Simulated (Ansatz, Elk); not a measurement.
# AgB: X-ray structure factors from the self-consistent density, part 2 of 2

Structure refinements treat a crystal as free atoms side by side. For a made-up structure of AgB (cell and positions from a PBE relaxation) the runs below show what the calculated density changes in F(hkl).

Elk 11.2.3 (patched build); all-electron DFT.

So far: The structure; Ground state and structure factors; The highest occupied states alone.

The structure was built from a prototype and need not be the compound's stable phase.

## 4. Another functional

Level of this step: DFT, PBEsol, all-electron APW+lo, Dirac cores, scalar-relativistic bands, static density, no spin (Elk).

The difference from free atoms is small, so it is set against the change that PBEsol makes.

File elk.in:

```
tasks
  0
  195

xctype
  22

spinpol
  .false.

rgkmax
  7.0

gmaxvr
  14.0

lmaxo
  7

lmaxapw
  8

swidth
  0.002

tshift
  .false.

ramdisk
  .false.

hmaxvr
  5.5

maxscl
  120

epspot
  1e-06

sppath
  './'

avec
  2.84196539485 1.64080948600 12.04429060345
  -2.84196539485 1.64080948600 12.04429060345
  0.00000000000 -3.28161897123 12.04429060355

atoms
  2
  'Ag.in'
  2
  0.1054690769 0.1054690769 0.1054690769   0.000000 0.000000 0.000000
  0.8945309231 0.8945309231 0.8945309231   0.000000 0.000000 0.000000
  'B.in'
  2
  0.6666272017 0.6666272017 0.6666272017   0.000000 0.000000 0.000000
  0.3333727983 0.3333727983 0.3333727983   0.000000 0.000000 0.000000

ngridk
  9 9 9
```

Launch:

```console
$ OMP_NUM_THREADS=4 elk
```

Numbers of over 12 decimals in the logs are rounded to 6 here.

Output:

```text
┌─────────────────────────┐
│ Elk code version 11.2.3 │
└─────────────────────────┘

All units are atomic (Hartree, Bohr, etc.)

┌─────────────────────────────────────────────────┐
│ Ground-state run starting from atomic densities │
└─────────────────────────────────────────────────┘

Lattice vectors :
   2.841965395       1.640809486       12.04429060
  -2.841965395       1.640809486       12.04429060
   0.000000000      -3.281618971       12.04429060

Reciprocal lattice vectors :
   1.105429594      0.6382200739      0.1738911133
[...]
muffin-tins (core leakage)
  species : 1 (Ag)
[...]
species : 2 (B)
   atom 1                    :    3.553851517     (  0.2538320003E-03)
   atom 2                    :    3.553851517     (  0.2538320003E-03)
 total in muffin-tins        :    98.99770535
 total calculated charge     :    103.9990732
 total charge                :    104.0000000
 error                       :   0.9268477709E-03

┌──────────────────────────────┐
│ Self-consistent loop stopped │
└──────────────────────────────┘

Warning : core states of species 2 leak from the muffin-tin :   0.2538320003E-03

Wrote STATE.OUT
[key lines of the parts left out:]
total energy                :     -10678.992555370
```

It took 33 s on 4 threads of Intel Xeon Platinum 8375C at 2.90GHz (Ice Lake), shared host; peak memory 0.17 GiB.

Against the first run R = 0.02 %; the largest change is -0.051 at 009.

## 5. Basis size

A smaller basis shows how fast F responds to it; the change is likely larger than the basis error of the first run, but doesn't show convergence.

elk.in, as its differences from that of step 4:

```diff
@@ -5,3 +5,3 @@
 xctype
-  22
+  20
 
@@ -11,3 +11,3 @@
 rgkmax
-  7.0
+  5.5
```

Launch:

```console
$ OMP_NUM_THREADS=4 elk
```

Output:

```text
┌─────────────────────────┐
│ Elk code version 11.2.3 │
└─────────────────────────┘

All units are atomic (Hartree, Bohr, etc.)

┌─────────────────────────────────────────────────┐
│ Ground-state run starting from atomic densities │
└─────────────────────────────────────────────────┘

Lattice vectors :
   2.841965395       1.640809486       12.04429060
  -2.841965395       1.640809486       12.04429060
   0.000000000      -3.281618971       12.04429060

Reciprocal lattice vectors :
   1.105429594      0.6382200739      0.1738911133
[...]
muffin-tins (core leakage)
  species : 1 (Ag)
[...]
species : 2 (B)
   atom 1                    :    3.537982679     (  0.2440908710E-03)
   atom 2                    :    3.537982679     (  0.2440908710E-03)
 total in muffin-tins        :    98.92721235
 total calculated charge     :    103.9986762
 total charge                :    104.0000000
 error                       :   0.1323777695E-02

┌──────────────────────────────┐
│ Self-consistent loop stopped │
└──────────────────────────────┘

Warning : core states of species 2 leak from the muffin-tin :   0.2440908710E-03

Wrote STATE.OUT
[key lines of the parts left out:]
total energy                :     -10684.205520544
```

Wall time 28 s (4 threads); peak memory 0.16 GiB.

Against the first run R = 0.03 %; the largest change is +0.034 at 0 0 12.

## 6. A coarser k-mesh

About half the k-points along each axis test the sampling.

elk.in, as its differences from that of step 5:

```diff
@@ -11,3 +11,3 @@
 rgkmax
-  5.5
+  7.0
 
@@ -60,2 +60,2 @@
 ngridk
-  9 9 9
+  4 4 4
```

Launch:

```console
$ OMP_NUM_THREADS=4 elk
```

Output:

```text
┌─────────────────────────┐
│ Elk code version 11.2.3 │
└─────────────────────────┘

All units are atomic (Hartree, Bohr, etc.)

┌─────────────────────────────────────────────────┐
│ Ground-state run starting from atomic densities │
└─────────────────────────────────────────────────┘

Lattice vectors :
   2.841965395       1.640809486       12.04429060
  -2.841965395       1.640809486       12.04429060
   0.000000000      -3.281618971       12.04429060

Reciprocal lattice vectors :
   1.105429594      0.6382200739      0.1738911133
[...]
muffin-tins (core leakage)
  species : 1 (Ag)
[...]
species : 2 (B)
   atom 1                    :    3.560082832     (  0.2450303295E-03)
   atom 2                    :    3.560082832     (  0.2450303295E-03)
 total in muffin-tins        :    99.01647611
 total calculated charge     :    103.9990550
 total charge                :    104.0000000
 error                       :   0.9449790095E-03

┌──────────────────────────────┐
│ Self-consistent loop stopped │
└──────────────────────────────┘

Warning : core states of species 2 leak from the muffin-tin :   0.2450303295E-03

Wrote STATE.OUT
[key lines of the parts left out:]
total energy                :     -10684.253283671
```

Wall time 14 s (4 threads); peak memory 0.17 GiB; 28 s of CPU time.

Against the first run R = 0.01 %; the largest change is +0.041 at 006.

## 7. Settings against the effect

| run | R against the first run (%) | R against neutral atoms, low angle (%) | wall time |
| --- | --- | --- | --- |
| PBE, rgkmax 7 | 0.00 | 0.62 | 32 s |
| PBEsol | 0.02 | 0.64 | 33 s |
| rgkmax 5.5 | 0.03 | 0.62 | 28 s |
| k-mesh 4×4×4 | 0.01 | 0.62 | 14 s |

## 8. Summary of results

| Item | Value |
| --- | --- |
| R against neutral atoms, sin θ/λ < 0.3 Å⁻¹ | 0.62 % |
| R against neutral atoms, 0.3 to 0.83 Å⁻¹ | 0.24 % |

In words: Independent neutral atoms miss the calculated amplitudes by R = 0.62 % below 0.3 Å⁻¹ and 0.24 % from there to 0.83 Å⁻¹; by shells, 0.96 % below 0.15 Å⁻¹ (1 form), 0.61 % 0.15 to 0.3 (8 forms), 0.34 % 0.3 to 0.45 (16 forms), 0.21 % above 0.45 (92 forms). Bonding, aspherical density and the tables' own atoms all enter these figures, and the runs don't part them. The largest change of an amplitude is -0.84 electrons, at 006. Weak lines can change much in proportion: 0 0 12 goes from 2.37 to 2.01. The window's part falls from 27.2 electrons at the origin to at most 0.61 between 0.45 and 0.83 Å⁻¹. Below 0.3 Å⁻¹ the changes that finished (PBEsol, rgkmax 5.5 and k-mesh 4×4×4) move F by R = 0.04 % at most, against the 0.62 % that separates it from free atoms. These runs have no spin, though d or f shells may be open. Part of the difference isn't bonding: the tables are fits to free atoms and ions calculated by other methods than this functional. Thermal motion, anomalous dispersion and extinction are left out.

[Logs are printed without paths, hosts, clocks, repeated set-up lines and the standing remarks that a program may print on its own settings, such as how far it seeks lower states.]

[Hosts, paths, dates, database ids (printed as entryN), source tags and the programs' standing remarks are cut or masked in the printed files.]
